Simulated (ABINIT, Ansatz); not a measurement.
Planning a run of ABINIT 10.8.3 on Cs3Bi2Br9 (P-3m1). The input:

```
acell 3*1.0 Angstrom
rprim 
  7.972000000018 -0.000000000004 0.000000000000
  -3.986000000005 6.903954518987 0.000000000000
  0.000000000000 0.000000000000 9.867000000000
ntypat 3
znucl 55 83 35
natom 14
typat 1 1 1 2 2 3 3 3 3 3 3 3 3 3
xred 
  0.666666666667 0.333333333333 0.666900000000
  0.333333333333 0.666666666667 0.333100000000
  0.000000000000 0.000000000000 0.000000000000
  0.666666666667 0.333333333333 0.191800000000
  0.333333333333 0.666666666667 0.808200000000
  0.500000000000 0.500000000000 0.000000000000
  0.500000000000 0.000000000000 0.000000000000
  0.000000000000 0.500000000000 0.000000000000
  0.335300000000 0.167650000000 0.339400000000
  0.832350000000 0.167650000000 0.339400000000
  0.832350000000 0.664700000000 0.339400000000
  0.167650000000 0.335300000000 0.660600000000
  0.167650000000 0.832350000000 0.660600000000
  0.664700000000 0.832350000000 0.660600000000
pp_dirpath "pseudos"
pseudos "Cs.upf, Bi.upf, Br.upf"
ecut 34
ngkpt 3 3 1
nshiftk 1
shiftk 0 0 0
kptopt 1
chksymbreak 0
istwfk *1
occopt 1
irdwfk 1
optdriver 3
nband 229
ecuteps 4.2
inclvkb 2
awtr 1
symchi 1
indata_prefix "in"
outdata_prefix "out"
tmpdata_prefix "tmp"
gwmem 10
```

```sh
OMP_NUM_THREADS=1 mpirun -n 16 abinit run.abi > log
```

How long will it take on 16 MPI ranks of Arm Neoverse V2, shared host, and how much memory?

It took 5.5 min; on shared hardware allow 2.8 min to 11 min. Peak host memory was 21 GiB.

[Paths, hosts, dates, memory and timing lines, banners, echoed tables and standing remarks are left out of the program output.]

[Logs are printed without paths, hosts, clocks, repeated set-up lines and the standing remarks that a program may print on its own settings, such as how far it seeks lower states.]

[Runs of the session that timed out or met a known fault of the program may be left out.]

[Hosts, paths, dates, database ids (printed as entryN), source tags and the programs' standing remarks are cut or masked in the printed files.]

[G0W0 gaps are taken among the corrected bands and points alone; a level outside them can change the order at an edge.]

[Where Ansatz stands beside ABINIT at settings called matched, ABINIT's density can come from a denser mesh and the files from another edition; pairs whose starting gaps differed by over 0.03 eV were left out, so agreement reads better than it is.]
